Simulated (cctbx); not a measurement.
**What is wrong with this refinement?**

Cell a = 11.7250 Å, b = 11.2720 Å, c = 9.4110 Å, α = 90.00°, β = 127.83°, γ = 90.00°; space group Cm (no. 8). The compound is Nd5Sm5Sn6.

Simulated single-crystal data (cctbx): synchrotron X-rays, λ = 0.6889 Å, to d = 0.7 Å, 95 % of the full sphere, strongest reflection 40000 counts, noise from counting, a 4 % proportional error and a noise floor of 2 counts (s.d.); no absorption.

An anisotropic refinement with weights 1/σ² prints:

```text
Rint 0.024, 3123 unique reflections to 0.70 A
cycle     R1     wR2    GooF  max shift (A)
   1  0.0619  0.1910   4.563   0.00507
   2  0.0297  0.1072   2.561   0.00003
final R1 0.0297 wR2 0.1072 GooF 2.561  parameters 81  data/parameter 38.6
atom        x        y        z      Ueq    occ   su(xyz)  su(Uiso or U11)
Sm1    0.03907  0.50000  0.71585   0.0043  1.000  0.00011  0.0004
Sm2    0.85861  0.17781  0.71874   0.0065  1.000  0.00008  0.0003
Sm3    0.23310  0.74576  0.97084   0.0042  1.000  0.00009  0.0003
Nd1    0.82628  0.00000  0.29353   0.0042  1.000  0.00011  0.0004
Nd2    0.46620  0.00000  0.29191   0.0040  1.000  0.00011  0.0004
Nd3    0.64960  0.31949  0.29497   0.0053  1.000  0.00008  0.0003
Nd4    0.68499  0.50000  0.70841   0.0046  1.000  0.00011  0.0004
Sn1    0.00169  0.74781  0.50954   0.0035  1.000  0.00012  0.0003
Sn2    0.11426  0.00000  0.00385   0.0050  1.000  0.00016  0.0005
Ge1    0.90059  0.00000  0.00890  -0.0121  1.000  0.00015  0.0005  NPD
Sn3    0.49482  0.88358  0.00206   0.0042  1.000  0.00012  0.0003
difference map: max 11.50 min -1.57 rms 0.54
Q1    0.4017  0.5000  0.0147    2   11.65  0.05 A from Ge1
Q2    0.1276  0.0000  0.0126    2    6.70  0.12 A from Sn2
Q3    0.4893  0.1174  0.9934    4    2.38  0.07 A from Sn3
Q4    0.4428  0.0000  0.2842    2    2.05  0.24 A from Nd2
Q5    0.2929  0.0000  0.4389    2    1.99  2.43 A from Sm1
Q6    0.3589  0.3036  0.7350    4    1.98  0.26 A from Sm2
```

**Question.** Can this result stand? If not, what is the likely fault?

Mend it. The fault: wrong element: Ge1 is Sn. Against the right model at the same level, R1 goes from 0.0152 to 0.0297 and GooF from 0.94 to 2.56, U of Ge1 shrinks from 0.0044 to -0.0121 Å², the top difference peak, 11.7 e/Å³, lies on Ge1 and Ge1 goes non-positive-definite. Ge1 has 18 electrons too few and its U shrinks to make up, as expected.

The compound is Nd5Sm5Sn6. The right model at the same level gives:

```text
Rint 0.024, 3123 unique reflections to 0.70 A
cycle     R1     wR2    GooF  max shift (A)
   1  0.0197  0.0566   1.351   0.00182
   2  0.0152  0.0392   0.938   0.00000
final R1 0.0152 wR2 0.0392 GooF 0.938  parameters 81  data/parameter 38.6
atom        x        y        z      Ueq    occ   su(xyz)  su(Uiso or U11)
Sm1    0.03913  0.50000  0.71605   0.0043  1.000  0.00004  0.0001
Sm2    0.85859  0.17801  0.71889   0.0066  1.000  0.00003  0.0001
Sm3    0.23299  0.74590  0.97077   0.0045  1.000  0.00003  0.0001
Nd1    0.82636  0.00000  0.29345   0.0043  1.000  0.00004  0.0001
Nd2    0.46601  0.00000  0.29191   0.0041  1.000  0.00004  0.0001
Nd3    0.64959  0.31948  0.29492   0.0054  1.000  0.00003  0.0001
Nd4    0.68497  0.50000  0.70812   0.0047  1.000  0.00004  0.0001
Sn1    0.00151  0.74780  0.50948   0.0038  1.000  0.00004  0.0001
Sn2    0.11480  0.00000  0.00430   0.0054  1.000  0.00006  0.0002
Sn3    0.90070  0.00000  0.00900   0.0044  1.000  0.00005  0.0002
Sn4    0.49470  0.88361  0.00182   0.0042  1.000  0.00004  0.0001
Flack x: 0.032(9)
Hooft y: 0.028(11)  Bijvoet pairs: 1545
difference map: max 1.08 min -0.94 rms 0.21
Q1    0.2790  0.5000  0.8373    2    1.08  1.35 A from Sn3
Q2    0.1904  0.5000  0.0682    2    1.02  1.70 A from Nd1
Q3    0.1099  0.5000  0.6258    2    1.01  1.51 A from Sm1
Q4    0.4119  0.0000  0.9299    2    0.87  1.52 A from Sn4
Q5    0.2351  0.0000  0.1890    2    0.86  1.42 A from Sn2
Q6    0.1805  0.5000  0.4507    2    0.84  1.99 A from Nd2
```

The model is made up (kin elements in a known structure type, no relaxation), so it says nothing on whether the phase exists.

[Middle refinement cycles are left out of these outputs.]

[Logs are printed without paths, hosts, clocks, repeated set-up lines and the standing remarks that a program may print on its own settings, such as how far it seeks lower states.]
